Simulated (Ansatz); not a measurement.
# Pb(100) slab, 3 layers: from the cell to its phonons, part 2 of 3

Aim: the vibrations of Pb(100) slab, 3 layers, their spectra, and whether the structure is stable.

Ansatz 0.2.0; DFT PBEsol, scalar-relativistic, plane waves, PAW; PAW set soft_1.

So far: The structure; Bringing the structure to rest.

## (3) Tight relaxation

Phonons need a cell at rest on their own settings, so the relaxation is repeated with tight tolerances on forces and stress on the k mesh and occupations of the first response run.

Input file input.yaml:

```yaml
crystal:
  lattice:
    - [2.377630576, 2.377630576, 0.0]
    - [-2.377630576, 2.377630576, 0.0]
    - [0.0, 0.0, 33.6999994]
  atoms:
    - { symbol: Pb, position: [0.0, 0.0, 0.1926464373] }
    - { symbol: Pb, position: [0.5, 0.5, 0.2663204795] }
    - { symbol: Pb, position: [0.0, 0.0, 0.3399945217] }
  periodic: [true, true, false]
kpoints:
  mp_grid: { grid: [12, 12, 1] }
hamiltonian:
  xc: pbesol
  pseudopotentials: { kind: paw, azcp: { folder: soft_1 }, xc_functional: pbe }
scf:
  occupations: { method: methfessel_paxton, width: 0.2 }
output:
  forces: true
  stress: true
  eigenvalues: true
  write_density: true
  write_potential: true
  elf: true
  volumetric_format: npy
relax:
  adjacent_minimum: "off"
  f_tol: 0.001
  max_steps: 60
  cell: { stress_2d_tol: 0.002 }
```

The run is started by

```
ansatz run input.yaml --threads 4 --pin off --max-ram 16384MiB --backend cpu --events-out ev --progress --plain --runs-dir out
```

Numbers of over 12 decimals in the logs are rounded to 6 here.

The log of the run:

```text
[...]
Crystal: 3 atoms, lattice volume = 381.021 Å³
Basis set: ecut = 420 eV, 7473 PW (Γ), exchange–correlation on 48×48×480 points (8 copies of the dense FFT grid, shifted against one another)
Bands: 26, of which v1, the nominal top of the filled ones, is band 21 counted from 1 (20 counted from 0)
Symmetry: 16 space group operations
[...]
k-points: 28 of 144
[...]
° read free of the cell's end (the report's vacuum.weakly_bound_levels)
--- Relaxed structure (5 steps of the walk, 4 accepted, 1 SCFs on fresh bases) ---
[...]
cell:  # Å, volume = 380.4139 Å³
    - [2.375736, 2.375736, 0.0]
    - [-2.375736, 2.375736, 0.0]
    - [0.0, 0.0, 33.6999994]
  atoms:
    - { symbol: Pb, position: [0, 0, 0.192525] }
    - { symbol: Pb, position: [0.5, 0.5, 0.2663204795] }
    - { symbol: Pb, position: [0, 0, 0.340115] }
[key lines of the parts left out:]
SCF converged after 7 iterations
Free energy (F): -35270.763832 eV
Fermi energy:    -3.817992 eV
P = ½ c Tr σ = 0.0001 N/m
```

Run time: 39 s. Hardware: 4 threads of Arm Neoverse V1, shared host; peak memory 0.79 GiB.

Little changed from the start: no atom moved by 0.005 Å and no cell edge by 0.1 %.

This step gave:

- area per atom: 3.763 Å²

Electrostatic potential energy in the ac plane at fractional y = 0.000, with atoms of Pb within 0.2 Å of it. With pseudopotentials it is smooth inside the atoms' cores, unlike the true potential.

Ten even steps from '_' (-40 eV) to '@' (0 eV), each cell a mean:
```
@@@@@@@@@@@@@@@@@@@@@@@@@@@@@@@@@@
@@@@@@@@@@@@@@@@@@@@@@@@@@@@@@@@@@
@@@@@@@@@@@@@@@@@@@@@@@@@@@@@@@@@@
@@@@@@@@@@@@@@@@@@@@@@@@@@@@@@@@@@
@@@@@@@@@@@@@@@@@@@@@@@@@@@@@@@@@@
@@@@@@@@@@@@@@@@@@@@@@@@@@@@@@@@@@
@@@@@@@@@@@@@@@@@@@@@@@@@@@@@@@@@@
@@@@@@@@@@@@@@@@@@@@@@@@@@@@@@@@@@
@@@@@@@@@@@@@@@@@@@@@@@@@@@@@@@@@@
@@@@@@@@@@@@@@@@@@@@@@@@@@@@@@@@@@
@@@@@@@@@@@@@@@@@@@@@@@@@@@@@@@@@@
@@@@@@@@@@@@@@@@@@@@@@@@@@@@@@@@@@
@@@@@@@@@@@@@@@@@@@@@@@@@@@@@@@@@@
@@@@@@@@@@@@@@@@@@@@@@@@@@@@@@@@@@
@@@@@@@@@@@@@@@@@@@@@@@@@@@@@@@@@@
______..::**%%%%@@@@%%%%**::..____
======++##%%%%@@@@@@@@%%%%##++====
@@@@@@@@@@@@@@@@@@@@@@@@@@@@@@@@@@
++++++**##%%@@@@@@@@@@@@%%##**++++
________::++%%%%@@@@%%%%++::______
%%%%@@@@@@@@@@@@@@@@@@@@@@@@@@@@%%
@@@@@@@@@@@@@@@@@@@@@@@@@@@@@@@@@@
@@@@@@@@@@@@@@@@@@@@@@@@@@@@@@@@@@
@@@@@@@@@@@@@@@@@@@@@@@@@@@@@@@@@@
```
Columns run along a (3.4 Å; values clipped at the 3rd and 97th percentile), rows up along c (33.7 Å). Atoms in or near the plane, at fractional coordinates: Pb at (0.00, 0.19), Pb at (0.00, 0.34).

Valence density in the ac plane at fractional y = 0.000, with atoms of Pb within 0.2 Å of it. It is the smooth field of the valence electrons, not physical close to the nuclei.

Ten steps, logarithmic in the rise over the least value, from '_' (0.0 e/Å³) to '@' (5.4 e/Å³), each cell a mean:
```
__________________________________
__________________________________
__________________________________
__________________________________
__________________________________
__________________________________
__________________________________
__________________________________
__________________________________
__________________________________
__________________________________
__________________________________
__________________________________
__________________________________
::::::......____________......::::
@@@@%%##**++----::::----++**##%%@@
####**++==--::::::::::::--==++**##
........::::::::::::::::::::......
******++==--::::::::::::--==++****
@@@@@@%%**++----::::----++**%%@@@@
::::::::......________......::::::
__________________________________
__________________________________
__________________________________
```
Columns run along a (3.4 Å), rows up along c (33.7 Å). Atoms in or near the plane, at fractional coordinates: Pb at (0.00, 0.19), Pb at (0.00, 0.34).

ELF in the ac plane at fractional y = 0.000, with atoms of Pb within 0.2 Å of it. It is the smooth field of the valence electrons, not physical close to the nuclei.

Ten even steps from '0' (0.00) to '9' (0.43), each cell a mean:
```
00000000000000000
00000000000000000
00000000000000000
00000000000000000
00000000000000000
00000000000000000
00000000000000000
00000000000000000
00000000000000000
00000000000000000
00000000000000000
00000000000000000
00000000000000000
00000000000000000
77776543223456777
34589987667899854
66777665555667776
33344444444444433
66776655555566776
33589987667899853
88877643333467788
00000000000000000
00000000000000000
00000000000000000
```
Columns run along a (3.4 Å), rows up along c (33.7 Å). Atoms in or near the plane, at fractional coordinates: Pb at (0.00, 0.19), Pb at (0.00, 0.34).

The largest force component left is 0.028 meV/Å, within the tolerances set.

## (4) Linear response at the zone centre

The zone centre comes first: it holds the modes that light can see, as far as symmetry allows. No field response is asked, since the mesh shows no gap.

input.yaml, the sections that differ from step 3:

```yaml
crystal:
  lattice:
    - [2.3757363246, 2.3757363246, 0.0]
    - [-2.3757363246, 2.3757363246, 0.0]
    - [0.0, 0.0, 33.6999994]
  atoms:
    - { symbol: Pb, position: [0.0, 0.0, 0.1925254773] }
    - { symbol: Pb, position: [0.5, 0.5, 0.2663204795] }
    - { symbol: Pb, position: [0.0, 0.0, 0.3401154817] }
  periodic: [true, true, false]
output:
  eigenvalues: true
phonons:
  method: dfpt
# kpoints, hamiltonian, scf: as in step 3
# relax: removed
```

The log of the run:

```text
Warning: crystal.symmetry: narrowed to the stabiliser of the run's FFT grids — unitary ops 16 → 8. A phonons.method: dfpt run fills in the rows of the dynamical matrix that it does not solve by its symmetry operations, which is exact only for operations that map its FFT grids onto themselves: filled in by any other, the frequencies could depend on the order in which like atoms are typed, or, by more than the grids' own error, on where the crystal sits among the grids' points. Excluded: 8 operations. The run can therefore solve more perturbations, solve them on more k-points, or both, and cost more. [rest of the remark cut]
[...]
Crystal: 3 atoms, lattice volume = 380.414 Å³
Basis set: ecut = 420 eV, 7457 PW (Γ), exchange–correlation on 48×48×480 points (8 copies of the dense FFT grid, shifted against one another)
Bands: 26, of which v1, the nominal top of the filled ones, is band 21 counted from 1 (20 counted from 0)
Symmetry: 16 space group operations
k-points: 43 of 144 (irreducible under 2 space group operations, time reversal used)
[...]
SCF iter  12: F=-35270.763832 eV  HF=-35270.763832 eV  |F-HF|=2.18e-11  |Δ(HF+E_count)|=  7.28e-11  S|Δr|=    0.00e0  Δρ=1.08e-8  dr2=4.39e-13  ethr=1.00e-12  ⟨swp⟩=16.0  Hψ=9420  notcnv=0
SCF 1 converged in 12 iterations: F = -35270.763832 eV  dr2 = 4.39e-13
[...]
DFPT response loops at Γ: preconditioner auto → none (partly filled bands, converged f_vac=0.718); β = 0.50; Broyden in place of MSR1
SCF converged after 12 iterations
[...]
Free energy (F): -35270.763832 eV
[...]
Internal energy: -35270.756096 eV  (E = F + TS)
E sigma→0 (E₀):  -35270.761898 eV
Entropy (-TS):   -0.007736 eV (-2.579 meV/atom)
Fermi energy:    -3.817992 eV
[...]
--- Band table (eV; the first three rows and the last of 43) ---
  k-point 0: bands = [... 17 lower, -12.0396, -6.5579, -3.6905, -0.9678 (-0.9685°), -0.6609 (-0.6609°), -0.6609 (-0.6609°), -0.1612 (-0.1935°), 0.3760, ... 1 higher]
  k-point 1: bands = [... 17 lower, -11.9749, -6.4541, -3.7411, -1.5302 (-1.5302°), -1.1195 (-1.1197°), -0.5468 (-0.5468°), -0.1147 (-0.1279°), -0.0525, ... 1 higher]
  k-point 2: bands = [... 17 lower, -11.7927, -6.1599, -4.2959, -2.4568, -2.4265, -0.3040 (-0.3064°), -0.2108, -0.2105, ... 1 higher]
  k-point 42: bands = [... 17 lower, -10.0045, -6.6640, -6.6640, -5.0527, -5.0527, -3.0652, -3.0652, -2.7634, ... 1 higher]
  ° read free of the cell's end (the report's vacuum.weakly_bound_levels)
--- Phonons (Γ-DFPT): 6 representative perturbations + reference, on 43 of 144 k-points (Σ response iterations 27) ---
  ASR residual: 1.357e-4 → 0.000e0 eV/Å²; symmetrization residual: 9.189e-5 eV/Å²
  The last average, over the group as it would stand without the narrowing to the FFT grids, took up to 1.328e-5 eV/Å² of the zone centre's force constants
  ASR residual per site (eV/Å²): 5.71e-5 1.36e-4 1.29e-4
  Γ frequencies (cm⁻¹): 0.00 0.00 0.00 24.94 24.94 45.73 45.73 46.85 74.30
  non-analytic LO–TO correction: not included (Born effective charges unavailable; polar crystals: no LO–TO splitting at Γ)
```

Wall time 98 s (4 threads); peak memory 1.7 GiB.

Numbers from this step:

| Property | Result |
| --- | --- |
| sum-rule residual before enforcement | 1.36e-4 eV/Å² |
| point group | 4/mmm |
| highest optical mode at the zone centre (no LO-TO term) | 74.3 cm⁻¹ |
| lowest optical zone-centre mode | 24.94 cm⁻¹ |

Patterns of degenerate modes are one choice out of their space. Modes at Γ:

```
mode  frequency (cm⁻¹)  symmetry
   1               0.0  acoustic
   2               0.0  acoustic
   3               0.0  acoustic
   4              24.9        Eg
   5              24.9        Eg
   6              45.7        Eu
   7              45.7        Eu
   8              46.9       A1g
   9              74.3       A2u
```

Displacements in mode 5 (24.9 cm⁻¹), the largest set to 1:
```
Pb1  0.00  1.00  0.00
Pb2  0.00  0.00  0.00
Pb3  0.00 -1.00  0.00
```

Displacements in mode 6 (45.7 cm⁻¹), the largest set to 1:
```
Pb1  0.00 -0.50  0.00
Pb2  0.00  1.00  0.00
Pb3  0.00 -0.50  0.00
```

Before it was imposed, the acoustic sum rule was missed by 1.4e-4 eV/Å². Small misses are needed for a sound result but don't prove that mesh and cutoff are converged. The lowest optical mode is real, 24.9 cm⁻¹.

[end of part 2 of 3]

[Logs are printed without paths, hosts, clocks, repeated set-up lines and the standing remarks that a program may print on its own settings, such as how far it seeks lower states.]

[Hosts, paths, dates, database ids (printed as entryN), source tags and the programs' standing remarks are cut or masked in the printed files.]
